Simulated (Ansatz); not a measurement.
## Phonons of Zn-Nb-Zn stack of (111) layers

The plan: relax Zn-Nb-Zn stack of (111) layers, check its phonons, and, if the lattice is stable, compute its Eliashberg function and ρ(T).

Main program and level: Ansatz 0.2.0; DFT PBEsol, scalar-relativistic, plane waves, PAW; PAW set soft_1.

## 1. The starting structure

The cell holds 3 atoms: 2 Zn and 1 Nb. Its edges and angles: a = 2.940 Å, b = 2.940 Å, c = 15.801 Å, α = 90.0°, β = 90.0°, γ = 120.0°. Vacuum lies along c.

## 2. Relaxation

The structure is brought to rest under this functional.

The input, input.yaml:

```yaml
crystal:
  lattice:
    - [2.93997, 0.0, 0.0]
    - [-1.46998, 2.54609, 0.0]
    - [0.0, 0.0, 15.80094]
  atoms:
    - { symbol: Zn, position: [0.0, 0.0, 0.34808047] }
    - { symbol: Nb, position: [0.33333333, 0.66666667, 0.5] }
    - { symbol: Zn, position: [0.66666667, 0.33333333, 0.65191953] }
  periodic: [true, true, false]
kpoints:
  mp_grid: { grid: [12, 12, 1] }
hamiltonian:
  xc: pbesol
  pseudopotentials: { kind: paw, azcp: { folder: soft_1 }, xc_functional: pbe }
scf:
  occupations: { method: gaussian, width: 0.1 }
output:
  forces: true
  stress: true
  eigenvalues: true
  write_density: true
  write_potential: true
  elf: true
  volumetric_format: npy
relax:
  adjacent_minimum: "off"
  f_tol: 0.005
  max_steps: 80
  cell: { stress_2d_tol: 0.02 }
```

On the command line:

```console
$ ansatz run input.yaml --threads 8 --pin off --max-ram 20480MiB --backend cpu --events-out ev --progress --plain --runs-dir out
```

Numbers of over 12 decimals in the logs are rounded to 6 here.

The program printed:

```text
Warning: crystal.periodic: the lattice vector that does not repeat stood 0.000° off the slab's normal, 15.801 Å along it as the deck builds it. The run solves the slab on a vector along the normal, 33.402 Å long, with every atom where it was (on the deck's vector they left 11.00 Å outside them, and the widest stretch free of ions among them is 2.40 Å). A fractional position that the run reports is one of the run's ce [...]
crystal.periodic: the lattice vector that does not repeat stood 0.000° off the slab's normal, 15.801 Å along it as the deck builds it. The run solves the slab on a vector along the normal, 33.402 Å long, with every atom where it was (on the deck's vector they left 11.00 Å outside them, and the widest stretch free of ions among them is 2.40 Å). A fractional position that the run reports is one of the run's cell, which [...]
Engine: ansatz 0.2.0, aarch64-unknown-linux-gnu
Pseudopotentials: kind: paw
Pseudopotential: Zn, paw, valence charge 12, recommended cutoff 420 eV (normal), soft_1/Zn.paw.azcp
Pseudopotential: Nb, paw, valence charge 13, recommended cutoff 420 eV (normal), soft_1/Nb.paw.azcp
Functional definition: PBEsol
  exchange = pbesol_x
  correlation = pbesol_c
Crystal: 3 atoms, lattice volume = 250.027 Å³
Basis set: ecut = 420 eV, 4815 PW (Γ), exchange–correlation on 40×40×450 points (8 copies of the dense FFT grid, shifted against one another)
Bands: 23, of which v1, the nominal top of the filled ones, is band 19 counted from 1 (18 counted from 0)
Symmetry: 12 space group operations
Space group: P-3m1 (ITA 164), of the structure as read, at distance tolerance 6.3e-5 Å
k-points: 19 of 144
Non-local potential: Zn, projectors of the file, l = 0: 2, l = 1: 2, l = 2: 3, l = 3: 1
Non-local potential: Nb, projectors of the file, l = 0: 3, l = 1: 2, l = 2: 2, l = 3: 1
PAW form: soft (Blöchl's): semilocal exchange-correlation on the pseudo side does not see the compensation charge
PAW frozen core: Zn, regenerated for the run's functional, and the local potential with it (the file was generated under x = pbe(κ = 0.804, μ = 0.219515), c = pbe(β = 0.066725))
PAW frozen core: Nb, regenerated for the run's functional, and the local potential with it (the file was generated under x = pbe(κ = 0.804, μ = 0.219515), c = pbe(β = 0.066725))
PAW one-centre angular grid: Zn, 590 points (default); XC on 64 Gauss nodes
PAW one-centre angular grid: Nb, 590 points (default); XC on 64 Gauss nodes
Initial density: superposition of atomic densities (neutral atoms: chi_scale 0, normalization atom)
Initial wavefunctions: pseudopotential atomic-orbital guess
Functional: x = pbesol(κ = 0.804, μ = 0.123457), c = pbesol(β = 0.046)
SCF iter   1: F=—  HF=-11056.873746 eV  |F-HF|=—  |Δ(HF+E_count)|=         —  Δρ=3.00e-2  dr2=8.05e0  ethr=3.10e-3  ⟨swp⟩=17.6  Hψ=4306  notcnv=0
preconditioner: auto → LDOS  [metal: Δε(μ)=0.007 eV  Ē_g=6.817 eV  σ=0.100 eV  W_gap=0.04  n_scr=20 (ndim 8)  ℏωp=12.6 eV  f_vac=0.733  D(μ)=5.46/eV (n_scr^D=20)  β→1.0]
SCF iter   2: F=—  HF=-11055.814237 eV  |F-HF|=—  |Δ(HF+E_count)|=    1.06e0  Δρ=2.97e-2  dr2=1.39e0  ethr=3.10e-3  ⟨swp⟩=4.0  Hψ=1272  notcnv=0
SCF iter   3: F=—  HF=-11055.887871 eV  |F-HF|=—  |Δ(HF+E_count)|=   7.36e-2  Δρ=2.61e-2  dr2=1.20e0  ethr=3.10e-3  ⟨swp⟩=3.1  Hψ=1249  notcnv=0  defer=3
SCF iter   4: F=—  HF=-11055.562123 eV  |F-HF|=—  |Δ(HF+E_count)|=   3.26e-1  Δρ=5.93e-3  dr2=2.28e-1  ethr=3.10e-3  ⟨swp⟩=2.2  Hψ=989  notcnv=0  defer=3
SCF iter   5: F=—  HF=-11055.527580 eV  |F-HF|=—  |Δ(HF+E_count)|=   3.45e-2  Δρ=2.62e-3  dr2=2.05e-2  ethr=6.17e-4  ⟨swp⟩=2.6  Hψ=963  notcnv=0  defer=3
SCF iter   6: F=—  HF=-11055.527645 eV  |F-HF|=—  |Δ(HF+E_count)|=   6.43e-5  Δρ=7.13e-4  dr2=2.02e-3  ethr=5.54e-5  ⟨swp⟩=3.1  Hψ=1030  notcnv=0  defer=3
SCF iter   7: F=—  HF=-11055.527337 eV  |F-HF|=—  |Δ(HF+E_count)|=   3.07e-4  Δρ=2.57e-4  dr2=1.43e-4  ethr=5.46e-6  ⟨swp⟩=2.6  Hψ=880  notcnv=0  defer=3
SCF iter   8: F=—  HF=-11055.527347 eV  |F-HF|=—  |Δ(HF+E_count)|=   1.04e-5  Δρ=1.28e-4  dr2=3.62e-5  ethr=3.87e-7  ⟨swp⟩=2.9  Hψ=855  notcnv=0  defer=3
SCF iter   9: F=—  HF=-11055.527327 eV  |F-HF|=—  |Δ(HF+E_count)|=   2.03e-5  Δρ=3.51e-5  dr2=2.67e-6  ethr=9.78e-8  ⟨swp⟩=3.3  Hψ=1009  notcnv=0  defer=3
SCF iter  10: F=—  HF=-11055.527327 eV  |F-HF|=—  |Δ(HF+E_count)|=   2.81e-7  Δρ=1.07e-5  dr2=5.18e-7  ethr=7.22e-9  ⟨swp⟩=2.8  Hψ=936  notcnv=0  defer=3
SCF iter  11: F=-11055.527327 eV  HF=-11055.527327 eV  |F-HF|=1.28e-8  |Δ(HF+E_count)|=   3.43e-8  Δρ=1.47e-6  dr2=2.60e-8  ethr=2.70e-10  ⟨swp⟩=17.3  Hψ=5699  notcnv=0
SCF 1 converged in 11 iterations: F = -11055.527327 eV  dr2 = 2.60e-8
  greatest PAW one-centre occupation: 0.998 electrons in one spin orbital (limit 2), on the Nb atom at site 1 (counted from 0), in its partial waves of l = 0
relax step   1: F+E_penalty+E_count = -11055.52732735 eV  Δ(F+E_penalty+E_count) = +0.000e0 eV  max|allowed force component| = 5.172e-1 eV/Å  Δτ_max = 0.0000 Å  P = -10.707 N/m  Ω = 250.027 Å³  fix = [c, alpha, beta]  reactions: c -0.000 N/m  (11 SCF iters, dr2 threshold 1.00e-7 eV, accepted)
Crystal: 3 atoms, lattice volume = 226.245 Å³
Basis set: ecut = 420 eV, 4479 PW (Γ), exchange–correlation on 40×40×450 points (8 copies of the dense FFT grid, shifted against one another)
Initial density: handed on by an earlier stage of this run
Initial wavefunctions: those handed on with the density
SCF iter   1: F=—  HF=-11055.955908 eV  |F-HF|=—  |Δ(HF+E_count)|=         —  Δρ=1.29e-2  dr2=1.44e0  ethr=3.10e-3  ⟨swp⟩=15.4  Hψ=3842  notcnv=0
preconditioner: auto → LDOS  [metal: Δε(μ)=0.046 eV  Ē_g=7.718 eV  σ=0.100 eV  W_gap=0.25  n_scr=20 (ndim 8)  ℏωp=13.3 eV  f_vac=0.742  D(μ)=2.43/eV (n_scr^D=14)  β→1.0]
SCF iter   2: F=—  HF=-11055.941581 eV  |F-HF|=—  |Δ(HF+E_count)|=   1.43e-2  Δρ=1.62e-2  dr2=3.32e-1  ethr=3.10e-3  ⟨swp⟩=2.8  Hψ=990  notcnv=0  defer=3
SCF iter   3: F=—  HF=-11055.832762 eV  |F-HF|=—  |Δ(HF+E_count)|=   1.09e-1  Δρ=2.67e-3  dr2=1.00e-2  ethr=8.98e-4  ⟨swp⟩=3.1  Hψ=1276  notcnv=0  defer=3
SCF iter   4: F=—  HF=-11055.833543 eV  |F-HF|=—  |Δ(HF+E_count)|=   7.81e-4  Δρ=7.24e-4  dr2=1.09e-3  ethr=2.71e-5  ⟨swp⟩=3.4  Hψ=967  notcnv=0  defer=3
SCF iter   5: F=—  HF=-11055.834090 eV  |F-HF|=—  |Δ(HF+E_count)|=   5.46e-4  Δρ=1.02e-4  dr2=1.60e-5  ethr=2.96e-6  ⟨swp⟩=3.4  Hψ=1025  notcnv=0  defer=3
SCF iter   6: F=—  HF=-11055.834114 eV  |F-HF|=—  |Δ(HF+E_count)|=   2.45e-5  Δρ=2.60e-5  dr2=2.02e-6  ethr=4.32e-8  ⟨swp⟩=3.7  Hψ=1116  notcnv=0  defer=3
[...]
SCF iter   7: F=-11056.029713 eV  HF=-11056.029713 eV  |F-HF|=4.84e-7  |Δ(HF+E_count)|=   4.10e-7  Δρ=6.64e-6  dr2=9.50e-8  ethr=4.37e-10  ⟨swp⟩=19.4  Hψ=6055  notcnv=0
SCF 3 converged in 7 iterations: F = -11056.029713 eV  dr2 = 9.50e-8
relax step   3: F+E_penalty+E_count = -11056.02971304 eV  Δ(F+E_penalty+E_count) = -1.956e-1 eV  max|allowed force component| = 3.115e-1 eV/Å  Δτ_max = 0.1510 Å  P = -2.023 N/m  Ω = 213.793 Å³  energy of the carried Pulay correction = +3.602e-3 eV  fix = [c, alpha, beta]  reactions: c -0.000 N/m  (7 SCF iters, dr2 threshold 3.00e-7 eV, accepted)
[...]
relax step   4: F+E_penalty+E_count = -11056.05095084 eV  Δ(F+E_penalty+E_count) = -2.124e-2 eV  max|allowed force component| = 9.400e-3 eV/Å  Δτ_max = 0.1867 Å  P = +7.600 N/m  Ω = 192.681 Å³  energy of the carried Pulay correction = +6.080e-3 eV  fix = [c, alpha, beta]  reactions: c +0.000 N/m  (8 SCF iters, dr2 threshold 3.00e-7 eV, accepted)
[...]
relax step   5: F+E_penalty+E_count = -11056.11226372 eV  Δ(F+E_penalty+E_count) = -6.131e-2 eV  max|allowed force component| = 4.626e-2 eV/Å  Δτ_max = 0.0456 Å  P = -0.404 N/m  Ω = 203.562 Å³  energy of the carried Pulay correction = +4.763e-3 eV  fix = [c, alpha, beta]  reactions: c -0.000 N/m  (9 SCF iters, dr2 threshold 3.00e-7 eV, accepted)
[...]
relax step   6: F+E_penalty+E_count = -11056.11361300 eV  Δ(F+E_penalty+E_count) = -1.349e-3 eV  max|allowed force component| = 9.991e-4 eV/Å  Δτ_max = 0.0185 Å  P = +0.022 N/m  Ω = 202.495 Å³  energy of the carried Pulay correction = +4.888e-3 eV  fix = [c, alpha, beta]  reactions: c +0.000 N/m  (6 SCF iters, dr2 threshold 1.86e-7 eV, accepted)
[...]
relax step   7: F+E_penalty+E_count = -11056.11360925 eV  Δ(F+E_penalty+E_count) = +3.746e-6 eV  max|allowed force component| = 5.485e-5 eV/Å  Δτ_max = 0.0005 Å  P = +0.001 N/m  Ω = 202.539 Å³  energy of the carried Pulay correction = +4.883e-3 eV  fix = [c, alpha, beta]  reactions: c +0.000 N/m  (6 SCF iters, dr2 threshold 5.55e-10 eV, accepted)
[...]
relax step   8: F+E_penalty+E_count = -11056.11004724 eV  Δ(F+E_penalty+E_count) = +3.562e-3 eV  max|allowed force component| = 7.486e-5 eV/Å  Δτ_max = 0.0000 Å  P = -0.036 N/m  Ω = 202.539 Å³  fix = [c, alpha, beta]  reactions: c -0.000 N/m  stress off target by 3.58e-2 N/m on what of the cell is left free  SCF on the basis re-selected at this cell (its energy is not comparable with the rows above)  (9 SCF iters)
[...]
relax step   9: F+E_penalty+E_count = -11056.11005586 eV  Δ(F+E_penalty+E_count) = -8.620e-6 eV  max|allowed force component| = 1.924e-6 eV/Å  Δτ_max = 0.0002 Å  P = -0.000 N/m  Ω = 202.478 Å³  energy of the carried Pulay correction = +6.609e-6 eV  fix = [c, alpha, beta]  reactions: c -0.000 N/m  (5 SCF iters, dr2 threshold 1.46e-9 eV, accepted)
iter 1 solved again at ethr=8.70e-8 eV; its pass at ethr=3.10e-3 eV (dr2=3.22e-5 eV) is discarded
SCF iter   1: F=—  HF=-11056.110061 eV  |F-HF|=—  |Δ(HF+E_count)|=         —  Δρ=1.28e-6  dr2=3.15e-9  ethr=8.70e-8  ⟨swp⟩=7.5  Hψ=6976  notcnv=0
eigensolver tolerance schedule: the retry pair's looser diagonalisation over-reported the residual by 10230.88 of it (diagonalisation noise at 0.40 of the residual, at the tolerance the schedule requests for it); recorded, not acted on — ethr = c·dr2/N_el stays at c = 1.0e-1
preconditioner: auto → LDOS  [insulator: Δε(μ)=0.209 eV  Ē_g=8.407 eV  σ=0.100 eV  W_gap=0.51  n_scr=20 (ndim 8)  ℏωp=14.1 eV  f_vac=0.724  D(μ)=1.17/eV (n_scr^D=10)  ε∞_Penn≈3.8  β→1.0]
SCF iter   2: F=—  HF=-11056.110049 eV  |F-HF|=—  |Δ(HF+E_count)|=   1.24e-5  Δρ=5.10e-6  dr2=3.04e-8  ethr=8.50e-12  ⟨swp⟩=6.8  Hψ=2140  notcnv=0
SCF iter   3: F=—  HF=-11056.110049 eV  |F-HF|=—  |Δ(HF+E_count)|=   9.68e-9  Δρ=7.96e-7  dr2=1.45e-9  ethr=8.50e-12  ⟨swp⟩=3.1  Hψ=961  notcnv=0
SCF iter   4: F=—  HF=-11056.110049 eV  |F-HF|=—  |Δ(HF+E_count)|=  1.60e-10  Δρ=8.25e-7  dr2=7.01e-10  ethr=3.93e-12  ⟨swp⟩=3.4  Hψ=989  notcnv=0
SCF iter   5: F=—  HF=-11056.110049 eV  |F-HF|=—  |Δ(HF+E_count)|=   1.87e-9  Δρ=2.56e-7  dr2=1.67e-10  ethr=1.89e-12  ⟨swp⟩=2.8  Hψ=865  notcnv=0
SCF iter   6: F=—  HF=-11056.110049 eV  |F-HF|=—  |Δ(HF+E_count)|=  5.09e-11  Δρ=8.84e-8  dr2=8.35e-12  ethr=1.00e-12  ⟨swp⟩=2.7  Hψ=763  notcnv=0
SCF iter   7: F=-11056.110049 eV  HF=-11056.110049 eV  |F-HF|=7.64e-11  |Δ(HF+E_count)|=  2.18e-11  Δρ=1.57e-8  dr2=3.59e-13  ethr=1.00e-12  ⟨swp⟩=12.7  Hψ=4034  notcnv=0
SCF 10 converged in 7 iterations: F = -11056.110049 eV  dr2 = 3.59e-13
relax step  10: F+E_penalty+E_count = -11056.11004862 eV  Δ(F+E_penalty+E_count) = +7.241e-6 eV  max|allowed force component| = 5.695e-6 eV/Å  Δτ_max = 0.0000 Å  P = +0.000 N/m  Ω = 202.478 Å³  fix = [c, alpha, beta]  reactions: c +0.000 N/m  stress off target by 7.45e-5 N/m on what of the cell is left free  SCF on the basis re-selected at this cell (its energy is not comparable with the rows above)  (7 SCF iters)
basis re-selected at this cell: Δ(F+E_penalty+E_count) = +7.241e-6 eV, ΔP = +0.000 N/m vs the last step (what re-selecting the basis moved, of the pressure what is left beyond the Pulay correction that the steps carried, after the strain that the cell walked since its last selection, with what the two solves' SCF thresholds leave and, on support functions, any second-order correction that the steps lacked; it is no m [...]
SCF converged after 7 iterations
Free energy (F): -11056.110049 eV
Harris-Foulkes:  -11056.110049 eV  (|F-HF|=7.64e-11)
Internal energy: -11056.104198 eV  (E = F + TS)
E sigma→0 (E₀):  -11056.107123 eV
Entropy (-TS):   -0.005850 eV (-1.950 meV/atom)
Fermi energy:    -5.019606 eV
--- Per-component energies (eV) ---
  E_band       = -644.863156
  E_kinetic    = 672.166386
  E_local      = -125745.185493  (includes V_loc(G=0)·N_el)
  E_nonlocal   = 1734.012276
  E_hartree    = 61975.212709
  E_xc         = -321.007645
  E_vxc        = -303.960489  (∫ρ·V_xc dr)
  E_paw        = -6742.948785  (= ΣΔE_a)
  E_vpaw       = -952.320909  (= ΣTr[D̂ρ^β])
  E_aug_tail   = -0.000465  (compensation charges beyond the density's cutoff)
  E_ewald      = 57369.863398
  E_core_change = 1.783421  (= ΣΔE_core)
  E_smearing   = -0.005850  (= −TS)
  E_closure    = -0.000000  (closes the sum)
  Σ components = -11056.110049   (vs F -11056.110049, Δ=0.00e0)
--- Forces (eV/Å), atoms counted from 1 ---
  atom   1  Zn    -0.00000000    -0.00000000    -0.00000570
  atom   2  Nb    -0.00000000     0.00000000     0.00000000
  atom   3  Zn     0.00000000     0.00000000     0.00000570
  max |Σ_I F_I| component: 3.70e-17 eV/Å
--- 2D stress c σ (N/m, compression-positive) ---
        0.000075      -0.000000       0.000000
       -0.000000       0.000075      -0.000000
        0.000000      -0.000000       0.000000
  P = ½ c Tr σ = 0.0001 N/m
--- Band table (eV; the first three rows and the last of 19) ---
  k-point 0: bands = [... 15 lower, -11.6427, -9.2682, -6.9313, -6.0177, -4.6866, -4.6866, -0.8134, -0.6448]
  k-point 1: bands = [... 15 lower, -11.6142, -8.9312, -6.7081, -5.9306, -5.0182, -4.3691, -1.2763, -0.7701]
  k-point 2: bands = [... 15 lower, -11.4351, -8.1382, -6.1404, -5.8378, -5.4906, -3.4456, -1.9409, -1.0952]
  k-point 18: bands = [... 15 lower, -6.7763, -5.4941, -5.4941, -4.5669, -2.5946, -1.9921, -1.9921, -0.9050]
--- Relaxed structure (8 steps of the walk, 8 accepted, 2 SCFs on fresh bases) ---
  F+E_penalty+E_count = -11056.11004862 eV   max|allowed force component| = 5.695e-6 eV/Å   (the final SCF, on the basis selected at the relaxed cell)
  cell:  # Å, volume = 202.4784 Å³
    - [2.645687, -2.597794988110777e-6, 0]
    - [-1.322841, 2.291234, 0]
    - [0, 0, 33.401886]
  atoms:
    - { symbol: Zn, position: [0, 1.6870626726031378e-18, 0.160649] }
    - { symbol: Nb, position: [0.333333, 0.666667, 0.236528] }
    - { symbol: Zn, position: [0.666667, 0.333333, 0.312407] }
```

Wall time 17 s (8 threads of Arm Neoverse V1, shared host); peak memory 0.76 GiB; 2 min of CPU time.

The steps of the relaxation:

| step | energy less that of the first step (eV) | largest force component (eV/Å) | volume (Å³) |
| --- | --- | --- | --- |
| 1 | 0.0000 | 0.5172 | 250.03 |
| 2 | -0.3068 | 0.6685 | 226.24 |
| 3 | -0.5024 | 0.3115 | 213.79 |
| 4 | -0.5236 | 0.0094 | 192.68 |
| 5 | -0.5849 | 0.0463 | 203.56 |
| 6 | -0.5863 | 0.0010 | 202.50 |
| 7 | -0.5863 | 0.0001 | 202.54 |
| 8* | -0.5827 | 0.0001 | 202.54 |
| 9 | -0.5827 | 0.0000 | 202.48 |
| 10* | -0.5827 | 0.0000 | 202.48 |

Relaxation steps marked * repeat the geometry before them on a plane-wave basis chosen anew for their cell, so energy and pressure can jump there.

Forces are held to the 12 operations that the run works with; a distortion that breaks them can't arise in this run.

| cell as run | before | after | change |
| --- | --- | --- | --- |
| a (Å) | 2.940 | 2.646 | -10.0 % |
| b (Å) | 2.940 | 2.646 | -10.0 % |

The atoms that moved most (Å, along periodic axes as changes of fractional coordinates times the final cell, across vacuum about the mean position):

| atom | dx | dy | dz | length |
| --- | --- | --- | --- | --- |
| Zn3 | 0.000 | 0.000 | 0.134 | 0.134 |
| Zn1 | 0.000 | 0.000 | -0.134 | 0.134 |

The relaxed structure:

```xyz
3
Lattice="2.6457 0.0000 0.0000 -1.3228 2.2912 0.0000 0.0000 0.0000 33.4019" Properties=species:S:1:pos:R:3
Zn    0.0000    0.0000    5.3660
Nb    0.0000    1.5275    7.9005
Zn    1.3228    0.7637   10.4350
```

Numbers from this step:

```
metallic on mesh  : yes
gap on the k-mesh : 0 eV
```

ELF in the ca plane at fractional y = 0.000, with atoms of Zn within 0.2 Å of it. It is the smooth field of the valence electrons, not physical close to the nuclei.

Ten even steps from '0' (0.00) to '9' (0.59), each cell a mean:
```
00000000123331000356655565545566542100000000
00000000123432112354445444443345542100000000
00000000123443333443477534433334442100000000
00000000123565545532599633432233442100000000
00000000123554434443589633432233442100000000
00000000123433222344455434433334542100000000
00000000123331001356544455544456542100000000
00000000123321000257766666555666542100000000
```
Columns run along c (16.0 Å, from fractional 0.00 to 0.48 of the cell), rows up along a (2.6 Å). Atoms in or near the plane, at fractional coordinates: Zn at (0.16, 0.00).

Electrostatic potential energy in the ca plane at fractional y = 0.000, with atoms of Zn within 0.2 Å of it. With pseudopotentials it is smooth inside the atoms' cores, unlike the true potential.

Values in eV, 5 rows by 16 columns, each cell a mean:
```
  0   0   0  -1 -15 -46 -15  -8  -9  -3  -5  -3   0   0   0   0
  0   0   0   0  -4 -19  -6 -18 -20  -5 -16  -5   0   0   0   0
  0   0   0   0  -3  -7  -5 -23 -26  -7 -24  -7  -1   0   0   0
  0   0   0   0  -7 -31  -8 -14 -15  -5 -11  -4   0   0   0   0
  0   0   0  -1 -17 -47 -18  -7  -7  -3  -4  -2   0   0   0   0
```
Columns run along c (16.0 Å, from fractional 0.00 to 0.48 of the cell; values clipped at the 3rd and 97th percentile), rows up along a (2.6 Å). Atoms in or near the plane, at fractional coordinates: Zn at (0.16, 0.00).

Valence density in the ca plane at fractional y = 0.000, with atoms of Zn within 0.2 Å of it. It is the smooth field of the valence electrons, not physical close to the nuclei.

Ten steps, logarithmic in the rise over the least value, from '0' (0 e/Å³) to '9' (31 e/Å³), each cell a mean:
```
00000000000014885211111110001100000000000000
00000000000012442111122110011110000000000000
00000000000001121111233211112210000000000000
00000000000000111001234311112211000000000000
00000000000001111111233211112211000000000000
00000000000001332111122211111110000000000000
00000000000013674111111110011110000000000000
00000000000015996211111110001100000000000000
```
Columns run along c (16.0 Å, from fractional 0.00 to 0.48 of the cell), rows up along a (2.6 Å). Atoms in or near the plane, at fractional coordinates: Zn at (0.16, 0.00).

[end of part 1 of 3]

[Logs are printed without paths, hosts, clocks, repeated set-up lines and the standing remarks that a program may print on its own settings, such as how far it seeks lower states.]

[Hosts, paths, dates, database ids (printed as entryN), source tags and the programs' standing remarks are cut or masked in the printed files.]
